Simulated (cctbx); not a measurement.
## Occupancies in EuCr2In3

Cell a = 5.9380 Å, b = 5.9380 Å, c = 4.7380 Å, α = 90.00°, β = 90.00°, γ = 120.00°; space group P6/mmm (no. 191); nominal formula EuCr2In3.

Simulated single-crystal data (cctbx): synchrotron X-rays, λ = 0.7749 Å, to d = 0.84 Å, 50 % of the full sphere, strongest reflection 40000 counts, noise from counting, a 6 % proportional error and a noise floor of 4 counts (s.d.); no absorption.

With every site full:

```text
Rint 0.042, 72 unique reflections to 0.84 A
cycle     R1     wR2    GooF  max shift (A)
   1  0.2284  0.5718  20.621   0.00000
   3  0.0756  0.1833   6.610   0.00000
final R1 0.0756 wR2 0.1833 GooF 6.610  parameters 7  data/parameter 10.3
atom        x        y        z      Ueq    occ   su(xyz)  su(Uiso or U11)
Eu1    0.00000  0.00000  0.00000   0.0073  1.000  0.00000  0.0019
In1    0.50000  0.00000  0.50000   0.0165  1.000  0.00000  0.0020
Cr2    0.33333  0.66667  0.00000  -0.0131  1.000  0.00000  0.0022  NPD
difference map: max 11.57 min -1.91 rms 1.08
Q1    0.3333  0.6667  0.0000    2   11.57  0.00 A from Cr2
Q2    0.0000  0.0000  0.0000    1    4.86  0.00 A from Eu1
Q3    0.0000  0.0000  0.5000    1    2.33  2.37 A from Eu1
Q4    0.1716  0.3432  0.3954   12    1.47  1.76 A from In1
Q5    0.3333  0.6667  0.5000    2    1.16  1.71 A from In1
Q6    0.1652  0.4908  0.5000   12    0.82  1.01 A from In1
```

With the occupancies of the suspect sites free, each still typed as its main element:

```text
Rint 0.042, 72 unique reflections to 0.84 A
cycle     R1     wR2    GooF  max shift (A)
   1  0.2293  0.5493  20.119   0.00000
   6  0.0124  0.0262   0.960   0.00000
final R1 0.0124 wR2 0.0262 GooF 0.960  parameters 9  data/parameter 8.0
atom        x        y        z      Ueq    occ   su(xyz)  su(Uiso or U11)
Eu1    0.00000  0.00000  0.00000   0.0114  1.000  0.00000  0.0003
In1    0.50000  0.00000  0.50000   0.0131  0.859  0.00000  0.0003
Cr2    0.33333  0.66667  0.00000   0.0081  1.427  0.00000  0.0005
su of occupancy In1: 0.004
su of occupancy Cr2: 0.008
difference map: max 0.46 min -0.49 rms 0.15
Q1    0.0000  0.3117  0.0000    6    0.46  1.85 A from Eu1
Q2    0.0000  0.0000  0.5000    1    0.42  2.37 A from Eu1
Q3    0.1758  0.3517  0.1097   12    0.41  1.70 A from Cr2
Q4    0.1847  0.3694  0.3608   12    0.37  1.76 A from In1
Q5    0.1096  0.4648  0.5000   12    0.30  0.78 A from In1
Q6    0.0000  0.5000  0.5000    3    0.30  0.00 A from In1
```

**Question.** What is the disorder?

X-rays count electrons. In1 refines to 0.859(0.004), or 42.1 electrons; the site truly holds 0.7333 In and 0.2667 Cr, 42.3 electrons, which is 0.864 of In; Cr2 refines to 1.427(0.008), or 34.2 electrons; the site truly holds 0.6 Cr and 0.4 In, 34.0 electrons, which is 1.417 of Cr. A value under 1 can't tell vacancies from a lighter guest, and one over 1 needs a heavier guest; chemistry or a second radiation must settle which. Occupancy correlates with U and the scale, and the two elements' form factors differ in shape, so the match is approximate.

Freeing them takes R1 from 0.0756 to 0.0124 and GooF from 6.61 to 0.96.

The model was made for the exercise: a known structure type with other elements put in, its volume estimated, not relaxed; displacement parameters are assumed.

[Middle refinement cycles are left out of these outputs.]

[Logs are printed without paths, hosts, clocks, repeated set-up lines and the standing remarks that a program may print on its own settings, such as how far it seeks lower states.]
